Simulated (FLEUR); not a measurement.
# How the basis cutoff moves the magnetism of TmIr, part 4 of 4

Two starts of TmIr are run at each rung of the basis cutoff. Which rung is enough?

FLEUR MaX-R8.1; LDA (VWN); all-electron FLAPW, Dirac cores, scalar-relativistic bands.

So far, largest spin moment in the muffin-tin sphere (μB): step 4 (rung 2 (Kmax 2.7 1/bohr), start ferro +) 1.39; step 6 (rung 3 (Kmax 3.24 1/bohr), start ferro +) 1.47; step 7 (rung 3 (Kmax 3.24 1/bohr), start antiferro q=(0,1/2,1/2) +-) 1.47; step 8 (rung 4 (Kmax 3.78 1/bohr), start ferro +) 1.49; step 9 (rung 4 (Kmax 3.78 1/bohr), start antiferro q=(0,1/2,1/2) +-) 1.49.

## (10) Rung 5 (Kmax 4.32 1/bohr), start ferro +

The k list default-1 (kpts.xml, not shown) is a Γ-centred 8×8×8 mesh.

File inp.xml:

```
<?xml version="1.0" encoding="UTF-8" standalone="no"?>
<fleurInput fleurInputVersion="0.39">
   <comment>
      TmIr
   </comment>
   <calculationSetup>
      <cutoffs Kmax="4.32" Gmax="13.0" GmaxXC="13.0" numbands="0"/>
      <scfLoop itmax="90" minDistance="0.00002" maxIterBroyd="15" imix="Anderson" alpha="0.05" precondParam="0.0" spinf="2.0" sdNocoIR="T"/>
      <coreElectrons ctail="T" frcor="F" kcrel="0" coretail_lmax="0"/>
      <xcFunctional name="vwn" relativisticCorrections="F"/>
      <magnetism jspins="2"/>
      <soc l_soc="F" theta="0.0" phi="0.0" spav="F"/>
      <expertModes spex="0" secvar="F"/>
      <geometryOptimization l_f="F" forcealpha="1.0" forcemix="BFGS" epsdisp="0.00001" epsforce="0.00001"/>
      <ldaU l_linMix="F" mixParam="0.05" spinf="1.0"/>
   </calculationSetup>
   <cell>
      <bzIntegration valenceElectrons="38.0" mode="hist" fermiSmearingEnergy="0.00293995">
         <kPointListSelection listName="default-1"/>
         <xi:include xmlns:xi="http://www.w3.org/2001/XInclude" href="kpts.xml"> </xi:include>
      </bzIntegration>
      <xi:include xmlns:xi="http://www.w3.org/2001/XInclude" href="sym.xml"> </xi:include>
      <bulkLattice scale="1.0">
         <bravaisMatrix>
            <row-1>    6.3362516957838002     0.0000000000000000     0.0000000000000000</row-1>
            <row-2>    0.0000000000000000     6.3362516957838002     0.0000000000000000</row-2>
            <row-3>    0.0000000000000000     0.0000000000000000     6.3362516957838002</row-3>
         </bravaisMatrix>
      </bulkLattice>
   </cell>
   <atomSpecies>
      <species name="Thulium (T2.001" element="Tm" atomicNumber="69">
         <mtSphere radius="2.68" gridPoints="885" logIncrement="0.015"/>
         <atomicCutoffs lmax="10" lnonsphr="8"/>
         <electronConfig flipSpins="F">
            <coreConfig>(1s1/2) (2s1/2) (2p1/2) (2p3/2) (3s1/2) (3p1/2) (3p3/2) (4s1/2) (3d3/2) (3d5/2) (4p1/2) (4p3/2) (4d3/2) (4d5/2)</coreConfig>
            <valenceConfig>(5s1/2) (5p1/2) (5p3/2) (6s1/2) (4f5/2) (4f7/2)</valenceConfig>
            <stateOccupation state="(4f5/2)" spinUp="3.0" spinDown="2.5714285714286"/>
            <stateOccupation state="(4f7/2)" spinUp="4.0" spinDown="3.4285714285714"/>
         </electronConfig>
         <energyParameters s="6" p="6" d="5" f="4"/>
         <lo type="SCLO" l="0" n="5" eDeriv="0"/>
         <lo type="SCLO" l="1" n="5" eDeriv="0"/>
      </species>
      <species name="Iridium (Ir)" element="Ir" atomicNumber="77">
         <mtSphere radius="2.68" gridPoints="885" logIncrement="0.015"/>
         <atomicCutoffs lmax="10" lnonsphr="8"/>
         <electronConfig flipSpins="F">
            <coreConfig>(1s1/2) (2s1/2) (2p1/2) (2p3/2) (3s1/2) (3p1/2) (3p3/2) (4s1/2) (3d3/2) (3d5/2) (4p1/2) (4p3/2) (5s1/2) (4d3/2) (4d5/2) (4f5/2) (4f7/2)</coreConfig>
            <valenceConfig>(5p1/2) (5p3/2) (6s1/2) (5d3/2) (5d5/2)</valenceConfig>
            <stateOccupation state="(5d3/2)" spinUp="1.400000" spinDown="1.400000"/>
            <stateOccupation state="(5d5/2)" spinUp="2.100000" spinDown="2.100000"/>
         </electronConfig>
         <energyParameters s="6" p="6" d="5" f="5"/>
         <lo type="SCLO" l="1" n="5" eDeriv="0"/>
      </species>
   </atomSpecies>
   <atomGroups>
      <atomGroup species="Thulium (T2.001">
         <relPos label="                   1">1.000/2.000 1.000/2.000 1.000/2.000</relPos>
         <force calculate="T" relaxXYZ="TTT"/>
      </atomGroup>
      <atomGroup species="Iridium (Ir)">
         <relPos label="                   2">.0000000000 .0000000000 .0000000000</relPos>
         <force calculate="T" relaxXYZ="TTT"/>
      </atomGroup>
   </atomGroups>
   <output dos="F" band="F" slice="F">
      <bandDOS minEnergy="-.5*Htr" maxEnergy="0.5*Htr" sigma="0.015" storeEVData="T"/>
      <plotting iplot="0" polar="F">
         <plot TwoD="T" vec1="  1.0  0.0  0.0" vec2="  0.0  1.0  0.0" vec3="  0.0  0.0  1.0" zero="  0.0  0.0  0.0" file="plot"/>
      </plotting>
      <moessbauerParams electricFieldGradient="F" isomerShift="F" coreHyperfine="F" valenceHyperfine="F"/>
   </output>
</fleurInput>
```

File crystal.txt:

```
TmIr
&input film=F cartesian=F /
3.35300000000  0.00000000000  0.00000000000
0.00000000000  3.35300000000  0.00000000000
0.00000000000  0.00000000000  3.35300000000
1.8897261246
1.0 1.0 1.0

2
69 0.50000000000  0.50000000000  0.50000000000 : 2.001
77 0.00000000000  0.00000000000  0.00000000000

&kpt div1=8 div2=8 div3=8 gamma=T /
```

On the command line:

```sh
> OMP_NUM_THREADS=1 inpgen -f crystal.txt > inpgen.log  # inp.xml is then edited as shown
> OMP_NUM_THREADS=1 mpirun -n 4 fleur_MPI > fleur.log
```

The program printed:

```text
[banner, memory and clock lines left out]
Welcome to FLEUR        (www.flapw.de)
      MaX-Release 8.1          (www.max-centre.eu)

 ========== k-point set info ==========
 Selected k-point list: default-1
 k-point list type: mesh
 0 x 0 x 0
 Number of k points: 36

 [... set-up left out ...]
 Iteration:     1   Distance:     165.00963889 me/bohr^3
 Iteration:     2   Distance:      45.95611211 me/bohr^3
 Iteration:     3   Distance:      12.43205942 me/bohr^3
 Iteration:     4   Distance:      11.79414101 me/bohr^3
 Iteration:     5   Distance:       4.83184493 me/bohr^3
[...]
<sumOfEigenvalues value="   -19244.8438082391">
               <coreElectrons value="-19240.6057310096"/>
               <valenceElectrons value="-4.2380772296"/>
            </sumOfEigenvalues>
         [... left out ...]
            <freeEnergy value="-31421.9151915601"/>
            <extrapolationTo0K value="-31421.9109435809"/>
         </totalEnergy>
         <densityConvergence units="me/bohr^3">
            <chargeDensity spin="1" distance="0.0000023940"/>
            <chargeDensity spin="2" distance="0.0000129131"/>
            <overallChargeDensity distance="0.0000128687"/>
            <spinDensity distance="0.0000133924"/>
         </densityConvergence>
      </iteration>
```

Run time: 23 s. Hardware: 4 MPI ranks of Intel Xeon 6975P-C (Granite Rapids), shared host; peak memory 0.27 GiB; 90 s of CPU time.

This step gave:

```
free energy                                                       : -855033.8709 eV
program's band gap on this mesh (in a metal only a level spacing) : 8.89e-4 eV
magnetization                                                     : 1.536 μB
final state                                                       : ferromagnetic
largest moment                                                    : 1.493 μB
```

The largest moment moves by +0.01 μB from rung 4, at 1.3 times its CPU time.

## (11) Rung 5 (Kmax 4.32 1/bohr), start antiferro q=(0,1/2,1/2) +-

The k list default-1 (kpts.xml, not shown) is a Γ-centred 8×4×8 mesh.

inp.xml: that of step 10 with these lines changed.

```diff
@@ -17,3 +17,3 @@
    <cell>
-      <bzIntegration valenceElectrons="38.0" mode="hist" fermiSmearingEnergy="0.00293995">
+      <bzIntegration valenceElectrons="76.0" mode="hist" fermiSmearingEnergy="0.00293995">
          <kPointListSelection listName="default-1"/>
@@ -25,4 +25,4 @@
             <row-1>    6.3362516957838002     0.0000000000000000     0.0000000000000000</row-1>
-            <row-2>    0.0000000000000000     6.3362516957838002     0.0000000000000000</row-2>
-            <row-3>    0.0000000000000000     0.0000000000000000     6.3362516957838002</row-3>
+            <row-2>    0.0000000000000000    12.6725033915676004     0.0000000000000000</row-2>
+            <row-3>    0.0000000000000000     6.3362516957838002     6.3362516957838002</row-3>
          </bravaisMatrix>
@@ -39,2 +39,15 @@
             <stateOccupation state="(4f7/2)" spinUp="4.0" spinDown="3.4285714285714"/>
+         </electronConfig>
+         <energyParameters s="6" p="6" d="5" f="4"/>
+         <lo type="SCLO" l="0" n="5" eDeriv="0"/>
+         <lo type="SCLO" l="1" n="5" eDeriv="0"/>
+      </species>
+      <species name="Thulium (T-2.001" element="Tm" atomicNumber="69">
+         <mtSphere radius="2.68" gridPoints="885" logIncrement="0.015"/>
+         <atomicCutoffs lmax="10" lnonsphr="8"/>
+         <electronConfig flipSpins="F">
+            <coreConfig>(1s1/2) (2s1/2) (2p1/2) (2p3/2) (3s1/2) (3p1/2) (3p3/2) (4s1/2) (3d3/2) (3d5/2) (4p1/2) (4p3/2) (4d3/2) (4d5/2)</coreConfig>
+            <valenceConfig>(5s1/2) (5p1/2) (5p3/2) (6s1/2) (4f5/2) (4f7/2)</valenceConfig>
+            <stateOccupation state="(4f5/2)" spinUp="2.5714285714286" spinDown="3.0"/>
+            <stateOccupation state="(4f7/2)" spinUp="3.4285714285714" spinDown="4.0"/>
          </electronConfig>
@@ -59,3 +72,7 @@
       <atomGroup species="Thulium (T2.001">
-         <relPos label="                   1">1.000/2.000 1.000/2.000 1.000/2.000</relPos>
+         <relPos label="                   1">1.000/2.000 .0000000000 1.000/2.000</relPos>
+         <force calculate="T" relaxXYZ="TTT"/>
+      </atomGroup>
+      <atomGroup species="Thulium (T-2.001">
+         <relPos label="                   2">1.000/2.000 1.000/2.000 1.000/2.000</relPos>
          <force calculate="T" relaxXYZ="TTT"/>
@@ -63,3 +80,4 @@
       <atomGroup species="Iridium (Ir)">
-         <relPos label="                   2">.0000000000 .0000000000 .0000000000</relPos>
+         <relPos label="                   3">.0000000000 .0000000000 .0000000000</relPos>
+         <relPos label="                   4">.0000000000 1.000/2.000 .0000000000</relPos>
          <force calculate="T" relaxXYZ="TTT"/>
```

File crystal.txt:

```
TmIr
&input film=F cartesian=F /
3.35300000000  0.00000000000  0.00000000000
0.00000000000  6.70600000000  0.00000000000
0.00000000000  3.35300000000  3.35300000000
1.8897261246
1.0 1.0 1.0

4
69 0.50000000000  0.00000000000  0.50000000000 : 2.001
69 0.50000000000  0.50000000000  0.50000000000 : -2.001
77 0.00000000000  0.00000000000  0.00000000000
77 0.00000000000  0.50000000000  0.00000000000

&kpt div1=8 div2=4 div3=8 gamma=T /
```

The program printed:

```text
[banner, memory and clock lines left out]
Welcome to FLEUR        (www.flapw.de)
      MaX-Release 8.1          (www.max-centre.eu)

 ========== k-point set info ==========
 Selected k-point list: default-1
 k-point list type: mesh
 0 x 0 x 0
 Number of k points: 68

 [... set-up left out ...]
 Iteration:     1   Distance:     165.99287730 me/bohr^3
 Iteration:     2   Distance:      47.70620278 me/bohr^3
 Iteration:     3   Distance:      12.39913725 me/bohr^3
 Iteration:     4   Distance:      12.32536335 me/bohr^3
 Iteration:     5   Distance:       5.62040152 me/bohr^3
[...]
<sumOfEigenvalues value="   -38489.6865146734">
               <coreElectrons value="-38481.2043932305"/>
               <valenceElectrons value="-8.4821214429"/>
            </sumOfEigenvalues>
         [... left out ...]
            <freeEnergy value="-62843.8287558352"/>
            <extrapolationTo0K value="-62843.8195902381"/>
         </totalEnergy>
         <densityConvergence units="me/bohr^3">
            <chargeDensity spin="1" distance="0.0000106224"/>
            <chargeDensity spin="2" distance="0.0000112427"/>
            <overallChargeDensity distance="0.0000167397"/>
            <spinDensity distance="0.0000140800"/>
         </densityConvergence>
      </iteration>
```

It took 4.2 min on 4 MPI ranks; peak memory 0.5 GiB; 17 min of CPU time.

Numbers from this step:

* free energy: -1710067.6975 eV
* program's band gap on this mesh (in a metal only a level spacing): 6.45e-4 eV
* magnetization: 0 μB
* final state: antiferromagnetic
* largest moment: 1.496 μB

This start lies +22.1 meV a seeded atom from the first, a change of +0.1 meV since rung 4; its largest moment is 1.50 μB.

## (12) Side by side

Ladder, by row:

```
rung  Kmax (1/bohr)  state from the first start  state from the second start  second less first (meV a seeded atom)  moment, first (μB)  moment, second (μB)  CPU time (s), all starts
   1           2.16                non-magnetic                 non-magnetic                              -0.005917                   0                    0                     222.9
   2            2.7               ferromagnetic            antiferromagnetic                                  12.97               1.391                1.403                     318.5
   3           3.24               ferromagnetic            antiferromagnetic                                  21.93               1.468                1.472                     421.3
   4           3.78               ferromagnetic            antiferromagnetic                                  22.06               1.488                1.491                     736.7
   5           4.32               ferromagnetic            antiferromagnetic                                  22.14               1.493                1.496                      1102
```

## (13) Summary of results

```yaml
range_of_the_moment_in_the_table_first_start: 0 to 1.49 μB
range_of_cpu_time: 3.7 min to 18 min
range_of_the_energy_difference: -0.00592 to 22.1 meV a seeded atom
first_rung_from_which_all_stay_within_2_mev_of_the_last_moments_within_0p06_mu_b: 3
```

What this shows: From rung 3 on the result stays within 0.21 meV of the last rung, inside the margin of 2 meV (5 % of the last value, 2 meV at least; moments within 0.06 μB), at 38 % of the last rung's cost. Differences are of free energies, so a wide smearing enters them. The end states change along the ladder, as the table shows. Open f shells have many stationary orbital fillings, so the state need not be the lowest, and spin-only moments miss the orbital part.

[Logs and program files are shortened in this print: banners, set-up blocks, solver, clock and traceback lines can be left out without a mark of their own.]

[Logs are printed without paths, hosts, clocks, repeated set-up lines and the standing remarks that a program may print on its own settings, such as how far it seeks lower states.]

[Hosts, paths, dates, database ids (printed as entryN), source tags and the programs' standing remarks are cut or masked in the printed files.]

[Where a cell is said to come from a database of computed structures, the database is the Materials Project.]
